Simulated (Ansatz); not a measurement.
# Work function of Pd(100): what the settings cost and change, part 2 of 2

How thick a slab and how much vacuum does the work function of Pd(100) need?

Ansatz 0.2.0; plane-wave DFT, PBE, Ansatz PAW.

So far, work function, upper face (eV): step 2 (run, setting 1 layer) 5.66; step 3 (slab, 2 atoms) 5.09; step 4 (slab, 3 atoms) 5.08; step 5 (run, 4 atoms) 5.09; step 6 (slab, 5 atoms) 5.08.

## (7) Run, 6 atoms

System of this step: Pd(100). The cell holds 6 atoms: 6 Pd. Cell: a = 2.751 Å, b = 2.751 Å, c = 27.725 Å, α = 90.0°, β = 90.0°, γ = 90.0°. Vacuum lies along c.

Input file input.yaml:

```yaml
crystal:
  lattice:
    - [2.7506453788, 0.0, 0.0]
    - [0.0, 2.7506453788, 0.0]
    - [0.0, 0.0, 27.725]
  atoms:
    - { symbol: Pd, position: [0.5, 0.5, 0.3246167719] }
    - { symbol: Pd, position: [0.0, 0.0, 0.3947700631] }
    - { symbol: Pd, position: [0.5, 0.5, 0.4649233544] }
    - { symbol: Pd, position: [0.0, 0.0, 0.5350766456] }
    - { symbol: Pd, position: [0.5, 0.5, 0.6052299369] }
    - { symbol: Pd, position: [0.0, 0.0, 0.6753832281] }
kpoints:
  mp_grid: { grid: [15, 15, 1] }
hamiltonian:
  xc: pbe
scf:
  occupations: { method: fermi_dirac, width: 0.1 }
  convergence: { dr2_threshold: 1.0e-09 }
efield:
  axis: 3
  dipole_correction: true
  ramp_position: 0.97
  ramp_width: 0.06
output:
  write_potential: true
  write_density: true
  volumetric_format: npy
```

Launch:

```sh
$ ansatz run input.yaml --threads 2 --pin off --max-ram 3072MiB --backend cpu --events-out ev --progress --plain --runs-dir out
```

Standard output:

```text
[...]
Crystal: 6 atoms, lattice volume = 209.769 Å³
Basis set: ecut = 420 eV, 4177 PW (Γ)
Bands: 65, of which v1, the nominal top of the filled ones, is band 54 counted from 1 (53 counted from 0)
Symmetry: 8 space group operations
k-points: 36 of 225
[...]
k-point 0: bands = [... 50 lower, 4.7907, 5.0894, 5.2328, 5.2328, 5.3577, 5.4104, 5.6046, 5.6046, ... 7 higher]
  k-point 1: bands = [... 50 lower, 4.8920, 4.9229, 5.0872, 5.2656, 5.2920, 5.3144, 5.3844, 5.6149, ... 7 higher]
  k-point 2: bands = [... 50 lower, 4.7327, 4.7535, 4.9143, 5.1827, 5.2125, 5.2334, 5.4677, 5.5950, ... 7 higher]
  k-point 35: bands = [... 50 lower, 5.6669, 5.6795, 5.9966, 6.0135, 9.1594, 9.6375, 10.6661, 11.1457, ... 7 higher]
[key lines of the parts left out:]
SCF converged after 11 iterations
Free energy (F): -41835.813109 eV
Fermi energy:    5.433829 eV
Dipole field:    D = 0.000000 V/Å  (p = 0.000000 e·Å, saw-weighted, corrected)
Work function:   Φ+ = 5.0888 eV   Φ− = 5.0888 eV
```

The job ended after 38 s (2 threads of Intel Xeon 6975P-C (Granite Rapids), shared host; peak memory 0.8 GiB).

The work function is 5.089 eV, +0.006 eV from the run “5 layers”, at 1.3 times its CPU time.

## (8) Slab, 8 atoms

System of this step: Pd(100). The cell holds 8 atoms: 8 Pd. Cell: a = 2.751 Å, b = 2.751 Å, c = 31.615 Å, α = 90.0°, β = 90.0°, γ = 90.0°. Vacuum lies along c.

input.yaml, the sections that differ from step 7:

```yaml
crystal:
  lattice:
    - [2.7506453788, 0.0, 0.0]
    - [0.0, 2.7506453788, 0.0]
    - [0.0, 0.0, 31.615]
  atoms:
    - { symbol: Pd, position: [0.5, 0.5, 0.284674996] }
    - { symbol: Pd, position: [0.0, 0.0, 0.3461964257] }
    - { symbol: Pd, position: [0.5, 0.5, 0.4077178554] }
    - { symbol: Pd, position: [0.0, 0.0, 0.4692392851] }
    - { symbol: Pd, position: [0.5, 0.5, 0.5307607149] }
    - { symbol: Pd, position: [0.0, 0.0, 0.5922821446] }
    - { symbol: Pd, position: [0.5, 0.5, 0.6538035743] }
    - { symbol: Pd, position: [0.0, 0.0, 0.715325004] }
# kpoints, hamiltonian, scf, efield, output: as in step 7
```

Standard output:

```text
[...]
Crystal: 8 atoms, lattice volume = 239.201 Å³
Basis set: ecut = 420 eV, 4789 PW (Γ)
Bands: 87, of which v1, the nominal top of the filled ones, is band 72 counted from 1 (71 counted from 0)
Symmetry: 8 space group operations
k-points: 36 of 225
[...]
k-point 0: bands = [... 68 lower, 6.7412, 6.7843, 6.8769, 6.9961, 7.1619, 7.1758, 7.1758, 7.1848, ... 11 higher]
  k-point 1: bands = [... 68 lower, 6.6243, 6.8090, 6.8659, 6.9433, 7.1056, 7.1107, 7.1227, 7.2585, ... 11 higher]
  k-point 2: bands = [... 68 lower, 6.4618, 6.5184, 6.7942, 6.8842, 6.9156, 7.0082, 7.1562, 7.3214, ... 11 higher]
  k-point 35: bands = [... 68 lower, 7.4544, 7.4632, 7.7829, 7.7925, 10.7223, 11.2043, 11.7984, 12.2641, ... 11 higher]
[key lines of the parts left out:]
SCF converged after 13 iterations
Free energy (F): -55781.554482 eV
Fermi energy:    7.217801 eV
Dipole field:    D = 0.000001 V/Å  (p = 0.000001 e·Å, saw-weighted, corrected)
Work function:   Φ+ = 5.0841 eV   Φ− = 5.0841 eV
```

Run time: 73 s. Hardware: 2 threads; peak memory 1 GiB.

The work function is 5.084 eV, -0.005 eV from the run “6 layers”, at 1.9 times its CPU time.

## (9) Slab, 10 atoms

System of this step: Pd(100). The cell holds 10 atoms: 10 Pd. Cell: a = 2.751 Å, b = 2.751 Å, c = 35.505 Å, α = 90.0°, β = 90.0°, γ = 90.0°. Vacuum lies along c.

input.yaml, the sections that differ from step 8:

```yaml
crystal:
  lattice:
    - [2.7506453788, 0.0, 0.0]
    - [0.0, 2.7506453788, 0.0]
    - [0.0, 0.0, 35.505]
  atoms:
    - { symbol: Pd, position: [0.5, 0.5, 0.2534854246] }
    - { symbol: Pd, position: [0.0, 0.0, 0.3082664413] }
    - { symbol: Pd, position: [0.5, 0.5, 0.3630474581] }
    - { symbol: Pd, position: [0.0, 0.0, 0.4178284749] }
    - { symbol: Pd, position: [0.5, 0.5, 0.4726094916] }
    - { symbol: Pd, position: [0.0, 0.0, 0.5273905084] }
    - { symbol: Pd, position: [0.5, 0.5, 0.5821715251] }
    - { symbol: Pd, position: [0.0, 0.0, 0.6369525419] }
    - { symbol: Pd, position: [0.5, 0.5, 0.6917335587] }
    - { symbol: Pd, position: [0.0, 0.0, 0.7465145754] }
# kpoints, hamiltonian, scf, efield, output: as in step 8
```

Standard output:

```text
[...]
Crystal: 10 atoms, lattice volume = 268.633 Å³
Basis set: ecut = 420 eV, 5347 PW (Γ)
Bands: 108, of which v1, the nominal top of the filled ones, is band 90 counted from 1 (89 counted from 0)
Symmetry: 8 space group operations
k-points: 36 of 225
[...]
k-point 0: bands = [... 86 lower, 8.1208, 8.2960, 8.3469, 8.3469, 8.4429, 8.5588, 8.5694, 8.6519, ... 14 higher]
  k-point 1: bands = [... 86 lower, 8.1143, 8.2187, 8.3455, 8.3513, 8.3863, 8.4592, 8.5118, 8.5391, ... 14 higher]
  k-point 2: bands = [... 86 lower, 7.9047, 8.0527, 8.1284, 8.2439, 8.3025, 8.3591, 8.4844, 8.6359, ... 14 higher]
  k-point 35: bands = [... 86 lower, 8.8449, 8.8523, 9.1743, 9.1797, 11.9842, 12.4701, 12.7935, 13.2570, ... 14 higher]
[key lines of the parts left out:]
SCF converged after 13 iterations
Free energy (F): -69727.298568 eV
Fermi energy:    8.606179 eV
Dipole field:    D = 0.000001 V/Å  (p = 0.000002 e·Å, saw-weighted, corrected)
Work function:   Φ+ = 5.0871 eV   Φ− = 5.0872 eV
```

Run time: 1.7 min. Hardware: 2 threads; peak memory 1.3 GiB.

The work function is 5.087 eV, +0.003 eV from the run “8 layers”, at 1.4 times its CPU time.

## (10) Slab, 13 atoms

System of this step: Pd(100). The cell holds 13 atoms: 13 Pd. Cell: a = 2.751 Å, b = 2.751 Å, c = 41.340 Å, α = 90.0°, β = 90.0°, γ = 90.0°. Vacuum lies along c.

input.yaml, the sections that differ from step 9:

```yaml
crystal:
  lattice:
    - [2.7506453788, 0.0, 0.0]
    - [0.0, 2.7506453788, 0.0]
    - [0.0, 0.0, 41.34]
  atoms:
    - { symbol: Pd, position: [0.0, 0.0, 0.2177068215] }
    - { symbol: Pd, position: [0.5, 0.5, 0.2647556846] }
    - { symbol: Pd, position: [0.0, 0.0, 0.3118045477] }
    - { symbol: Pd, position: [0.5, 0.5, 0.3588534107] }
    - { symbol: Pd, position: [0.0, 0.0, 0.4059022738] }
    - { symbol: Pd, position: [0.5, 0.5, 0.4529511369] }
    - { symbol: Pd, position: [0.0, 0.0, 0.5] }
    - { symbol: Pd, position: [0.5, 0.5, 0.5470488631] }
    - { symbol: Pd, position: [0.0, 0.0, 0.5940977262] }
    - { symbol: Pd, position: [0.5, 0.5, 0.6411465893] }
    - { symbol: Pd, position: [0.0, 0.0, 0.6881954523] }
    - { symbol: Pd, position: [0.5, 0.5, 0.7352443154] }
    - { symbol: Pd, position: [0.0, 0.0, 0.7822931785] }
# kpoints, hamiltonian, scf, efield, output: as in step 9
```

Standard output:

```text
[...]
Crystal: 13 atoms, lattice volume = 312.781 Å³
Basis set: ecut = 420 eV, 6239 PW (Γ)
Bands: 141, of which v1, the nominal top of the filled ones, is band 117 counted from 1 (116 counted from 0)
Symmetry: 8 space group operations
k-points: 36 of 225
[...]
k-point 1: bands = [... 113 lower, 9.7767, 9.8287, 9.8984, 9.9296, 9.9495, 10.0518, 10.0924, 10.1018, ... 20 higher]
  k-point 2: bands = [... 113 lower, 9.5855, 9.6500, 9.6790, 9.8202, 9.8989, 9.9757, 10.0609, 10.0797, ... 20 higher]
  k-point 35: bands = [... 113 lower, 10.4412, 10.4481, 10.7700, 10.7722, 13.4690, 13.9597, 14.0329, 14.4998, ... 20 higher]
[key lines of the parts left out:]
SCF converged after 14 iterations
Free energy (F): -90645.912199 eV
Fermi energy:    10.200553 eV
Dipole field:    D = 0.000000 V/Å  (p = 0.000000 e·Å, saw-weighted, corrected)
Work function:   Φ+ = 5.0875 eV   Φ− = 5.0875 eV
```

It took 2.9 min on 2 threads; peak memory 1.9 GiB.

The work function is 5.087 eV, +0.000 eV from the run “10 layers”, at 1.8 times its CPU time.

## (11) Run, 7 atoms

System of this step: Pd(100). The cell holds 7 atoms: 7 Pd. Cell: a = 2.751 Å, b = 2.751 Å, c = 21.670 Å, α = 90.0°, β = 90.0°, γ = 90.0°. Vacuum lies along c.

input.yaml, the sections that differ from step 10:

```yaml
crystal:
  lattice:
    - [2.7506453788, 0.0, 0.0]
    - [0.0, 2.7506453788, 0.0]
    - [0.0, 0.0, 21.67]
  atoms:
    - { symbol: Pd, position: [0.0, 0.0, 0.2307337333] }
    - { symbol: Pd, position: [0.5, 0.5, 0.3204891555] }
    - { symbol: Pd, position: [0.0, 0.0, 0.4102445778] }
    - { symbol: Pd, position: [0.5, 0.5, 0.5] }
    - { symbol: Pd, position: [0.0, 0.0, 0.5897554222] }
    - { symbol: Pd, position: [0.5, 0.5, 0.6795108445] }
    - { symbol: Pd, position: [0.0, 0.0, 0.7692662667] }
# kpoints, hamiltonian, scf, efield, output: as in step 10
```

Standard output:

```text
[...]
Crystal: 7 atoms, lattice volume = 163.956 Å³
Basis set: ecut = 420 eV, 3277 PW (Γ)
Bands: 76, of which v1, the nominal top of the filled ones, is band 63 counted from 1 (62 counted from 0)
Symmetry: 8 space group operations
k-points: 36 of 225
[...]
k-point 1: bands = [... 59 lower, 9.9982, 10.2008, 10.2315, 10.4599, 10.4864, 10.4969, 10.5223, 10.6152, ... 9 higher]
  k-point 2: bands = [... 59 lower, 9.8098, 10.0480, 10.0770, 10.2169, 10.3855, 10.4921, 10.6963, 10.7771, ... 9 higher]
  k-point 35: bands = [... 59 lower, 10.8552, 10.8647, 11.1833, 11.1960, 14.2179, 14.6977, 15.4813, 15.9516, ... 9 higher]
[key lines of the parts left out:]
SCF converged after 13 iterations
Free energy (F): -48808.685230 eV
Fermi energy:    10.618977 eV
Dipole field:    D = 0.000000 V/Å  (p = 0.000000 e·Å, saw-weighted, corrected)
Work function:   Φ+ = 5.0829 eV (in doubt: plateau slope 2.1e-2 eV/Å)   Φ− = 5.0839 eV (in doubt: plateau slope 1.4e-2 eV/Å)
```

Run time: 35 s. Hardware: 2 threads; peak memory 0.73 GiB.

The work function is 5.083 eV. The program marks this work function as in doubt.

## (12) Slab, 7 atoms

The cell differs from the one that the last finished run ended in (c 21.670 → 25.670 Å).

input.yaml, the sections that differ from step 11:

```yaml
crystal:
  lattice:
    - [2.7506453788, 0.0, 0.0]
    - [0.0, 2.7506453788, 0.0]
    - [0.0, 0.0, 25.67]
  atoms:
    - { symbol: Pd, position: [0.0, 0.0, 0.2726918582] }
    - { symbol: Pd, position: [0.5, 0.5, 0.3484612388] }
    - { symbol: Pd, position: [0.0, 0.0, 0.4242306194] }
    - { symbol: Pd, position: [0.5, 0.5, 0.5] }
    - { symbol: Pd, position: [0.0, 0.0, 0.5757693806] }
    - { symbol: Pd, position: [0.5, 0.5, 0.6515387612] }
    - { symbol: Pd, position: [0.0, 0.0, 0.7273081418] }
# kpoints, hamiltonian, scf, efield, output: as in step 11
```

Standard output:

```text
[...]
Crystal: 7 atoms, lattice volume = 194.221 Å³
Basis set: ecut = 420 eV, 3857 PW (Γ)
Bands: 76, of which v1, the nominal top of the filled ones, is band 63 counted from 1 (62 counted from 0)
Symmetry: 8 space group operations
k-points: 36 of 225
[...]
k-point 0: bands = [... 59 lower, 7.5312, 7.6471, 7.9012, 8.0636, 8.0636, 8.1088, 8.1428, 8.3590, ... 9 higher]
  k-point 1: bands = [... 59 lower, 7.5512, 7.7537, 7.7844, 8.0137, 8.0392, 8.0498, 8.0752, 8.1681, ... 9 higher]
  k-point 2: bands = [... 59 lower, 7.3627, 7.6005, 7.6299, 7.7698, 7.9383, 8.0450, 8.2492, 8.3300, ... 9 higher]
  k-point 35: bands = [... 59 lower, 8.4081, 8.4176, 8.7362, 8.7489, 11.7707, 12.2506, 13.0342, 13.5045, ... 9 higher]
[key lines of the parts left out:]
SCF converged after 13 iterations
Free energy (F): -48808.685199 eV
Fermi energy:    8.171875 eV
Dipole field:    D = -0.000000 V/Å  (p = -0.000000 e·Å, saw-weighted, corrected)
Work function:   Φ+ = 5.0858 eV   Φ− = 5.0858 eV
```

It took 33 s on 2 threads; peak memory 0.85 GiB.

The work function is 5.086 eV, +0.003 eV from the run “7 layers, 10 Å of vacuum”, at 0.92 times its CPU time.

## (13) Run, 7 atoms (run 2)

The cell differs from the one that the last finished run ended in (c 25.670 → 37.670 Å).

input.yaml, the sections that differ from step 12:

```yaml
crystal:
  lattice:
    - [2.7506453788, 0.0, 0.0]
    - [0.0, 2.7506453788, 0.0]
    - [0.0, 0.0, 37.67]
  atoms:
    - { symbol: Pd, position: [0.0, 0.0, 0.3451022033] }
    - { symbol: Pd, position: [0.5, 0.5, 0.3967348022] }
    - { symbol: Pd, position: [0.0, 0.0, 0.4483674011] }
    - { symbol: Pd, position: [0.5, 0.5, 0.5] }
    - { symbol: Pd, position: [0.0, 0.0, 0.5516325989] }
    - { symbol: Pd, position: [0.5, 0.5, 0.6032651978] }
    - { symbol: Pd, position: [0.0, 0.0, 0.6548977967] }
# kpoints, hamiltonian, scf, efield, output: as in step 12
```

Standard output:

```text
[...]
Crystal: 7 atoms, lattice volume = 285.013 Å³
Basis set: ecut = 420 eV, 5673 PW (Γ)
Bands: 76, of which v1, the nominal top of the filled ones, is band 63 counted from 1 (62 counted from 0)
Symmetry: 8 space group operations
k-points: 36 of 225
[...]
k-point 0: bands = [... 59 lower, 3.3079, 3.4238, 3.6779, 3.8402, 3.8402, 3.8854, 3.9195, 4.1356, ... 9 higher]
  k-point 1: bands = [... 59 lower, 3.3279, 3.5304, 3.5611, 3.7904, 3.8159, 3.8265, 3.8519, 3.9448, ... 9 higher]
  k-point 2: bands = [... 59 lower, 3.1394, 3.3772, 3.4065, 3.5465, 3.7150, 3.8217, 4.0258, 4.1067, ... 9 higher]
  k-point 35: bands = [... 59 lower, 4.1848, 4.1943, 4.5129, 4.5256, 7.5474, 8.0273, 8.8109, 9.2811, ... 9 higher]
[key lines of the parts left out:]
SCF converged after 13 iterations
Free energy (F): -48808.685232 eV
Fermi energy:    3.948545 eV
Dipole field:    D = -0.000001 V/Å  (p = -0.000001 e·Å, saw-weighted, corrected)
Work function:   Φ+ = 5.0859 eV   Φ− = 5.0858 eV
```

The job ended after 56 s (2 threads; peak memory 1.1 GiB).

The work function is 5.086 eV, +0.000 eV from the run “7 layers, 14 Å of vacuum”, at 1.7 times its CPU time.

## (14) Comparing the runs

Times are for 2 threads of Intel Xeon 6975P-C (Granite Rapids), shared host. The runs compared:

```
no.                   setting  work function, upper face (eV)     time  memory (GiB)
  1                   1 layer                           5.663    5.5 s          0.45
  2                  2 layers                           5.086    9.6 s          0.46
  3                  3 layers                           5.079     15 s          0.51
  4                  4 layers                           5.092     25 s           0.6
  5                  5 layers                           5.083     31 s          0.69
  6                  6 layers                           5.089     38 s           0.8
  7                  8 layers                           5.084     73 s           1.0
  8                 10 layers                           5.087  1.7 min           1.3
  9                 13 layers                           5.087  2.9 min           1.9
 10  7 layers, 10 Å of vacuum                           5.083     35 s          0.73
 11  7 layers, 14 Å of vacuum                           5.086     33 s          0.85
 12  7 layers, 26 Å of vacuum                           5.086     56 s           1.1
```

## (15) Varying the input

System of this step: Pd(100) monolayer. The cell holds 1 atom: 1 Pd. Cell: a = 2.751 Å, b = 2.751 Å, c = 18.000 Å, α = 90.0°, β = 90.0°, γ = 90.0°. Vacuum lies along c.

An input spoilt on purpose, to show how the run answers: it repeats the earlier run “1 layer” with efield.amplitude to 5.0, and scf.max_iter set to 75; its output block differs too.

input.yaml, the sections that differ from step 13:

```yaml
crystal:
  lattice:
    - [2.7506453788, 0.0, 0.0]
    - [0.0, 2.7506453788, 0.0]
    - [0.0, 0.0, 18.0]
  atoms:
    - { symbol: Pd, position: [0.5, 0.5, 0.5] }
scf:
  occupations: { method: fermi_dirac, width: 0.1 }
  convergence: { dr2_threshold: 1.0e-09 }
  max_iter: 75
efield:
  axis: 3
  dipole_correction: true
  ramp_position: 0.97
  ramp_width: 0.06
  amplitude: 5.0
# kpoints, hamiltonian, output: as in step 13
```

Standard output:

```text
[...]
Crystal: 1 atoms, lattice volume = 136.189 Å³
Basis set: ecut = 420 eV, 2705 PW (Γ)
Bands: 13, of which v1, the nominal top of the filled ones, is band 9 counted from 1 (8 counted from 0)
Symmetry: 8 space group operations
k-points: 36 of 225
[...]
SCF iter   1: F=—  HF=-6973.424728 eV  |F-HF|=—  |Δ(HF+E_count)|=         —  Δρ=4.03e-2  dr2=3.15e0  ethr=3.10e-3  p=0.710 e·Å  D=9.44e-1 V/Å  ΔV_dip=-16.99 eV  dr2_dipole=8.12e-2  V_vac-E_F(+/−)=37.87/-1.37 eV  ⟨swp⟩=12.6  Hψ=4880  notcnv=0
[...]
SCF iter  11: F=-6972.933238 eV  HF=-6972.933238 eV  |F-HF|=6.27e-10  |Δ(HF+E_count)|=   2.68e-9  Δρ=2.08e-7  dr2=3.93e-11  ethr=5.56e-12  p=0.662 e·Å  D=8.79e-1 V/Å  ΔV_dip=-15.83 eV  dr2_dipole=2.62e-13  V_vac-E_F(+/−)=38.79/-0.62 eV  ⟨swp⟩=2.9  Hψ=1039  notcnv=0
[...]
SCF 1 converged in 11 iterations: F = -6972.933238 eV  dr2 = 3.93e-11
[...]
SCF converged after 11 iterations
Free energy (F): -6972.933238 eV
[...]
Internal energy: -6972.836818 eV  (E = F + TS)
E sigma→0 (E₀):  -6972.885028 eV
Entropy (-TS):   -0.096421 eV (-96.421 meV/atom)
Fermi energy:    -4.355436 eV
Dipole field:    D = 0.879447 V/Å  (p = 0.661896 e·Å, saw-weighted, corrected)
Work function:   not extracted (applied field tilts the vacuum); planar V_es + V_field profile in the machine report
[...]
--- Band table (eV; the first three rows and the last of 36) ---
  k-point 0: bands = [... 5 lower, -7.5472, -5.6978, -4.5261, -4.5261, -4.1782, -2.9567, 0.2752, 5.3046]
  k-point 1: bands = [... 5 lower, -7.4795, -5.6625, -4.6302, -4.5193, -4.2322, -2.8644, 0.4174, 5.3919]
  k-point 2: bands = [... 5 lower, -7.1704, -5.5756, -4.8695, -4.5000, -4.3814, -2.6064, 0.8155, 5.6507]
  k-point 35: bands = [... 5 lower, -5.8998, -5.8886, -4.5422, -3.3903, 2.5540, 3.1777, 5.0915, 5.5471]
```

It took 6.7 s on 2 threads; peak memory 0.43 GiB; 12 s of CPU time.

In so strong a field the program warns of density in the ramp of the sawtooth; these numbers are not the system's.

## (16) Outcome

```yaml
work_function_1_layer: 5.663 eV
work_function_3_layers: 5.079 eV
work_function_6_layers: 5.089 eV
work_function_13_layers: 5.087 eV
```

The thickest slab gives 5.09 eV, and the settings tried spread the value from 5.08 to 5.66 eV. At 18 Å of vacuum, the slabs from 2 layers on stay within 0.01 eV of the thickest. Going from 10 to 26 Å of vacuum moves it by 0.003 eV. The program marks the value as in doubt in “7 layers, 10 Å of vacuum”. The ladder's slabs use the tabulated experimental lattice constant (two decimals; a low-temperature value for the alkali metals). The main runs have no spin polarisation; a magnetic state could lie lower and would change these results. In 1 run of the series (7 layers, 10 Å of vacuum) the program warns that electrons reach the sawtooth's ramp, which makes dipole and work function less sure.

Computed beside measured:

| quantity | measured | 13 layers |
| --- | --- | --- |
| work function (clean (100) face, a compiled value) (eV) | 5.48 | 5.09 (-0.39 eV) |

Measured values from arxiv:1902.07811 (2019).

Verdict: The work function is off by -0.39 eV: a clear miss. No cell relaxation is part of this session.

[Long decimals in the printed logs are rounded to 6 places.]

[Logs are printed without paths, hosts, clocks, repeated set-up lines and the standing remarks that a program may print on its own settings, such as how far it seeks lower states.]

[Hosts, paths, dates, database ids (printed as entryN), source tags and the programs' standing remarks are cut or masked in the printed files.]

[Maps of the electrostatic potential energy from Ansatz leave out the sawtooth potential of an applied field or a dipole correction, so their vacuum need not be flat; planar profiles and work functions include it.]
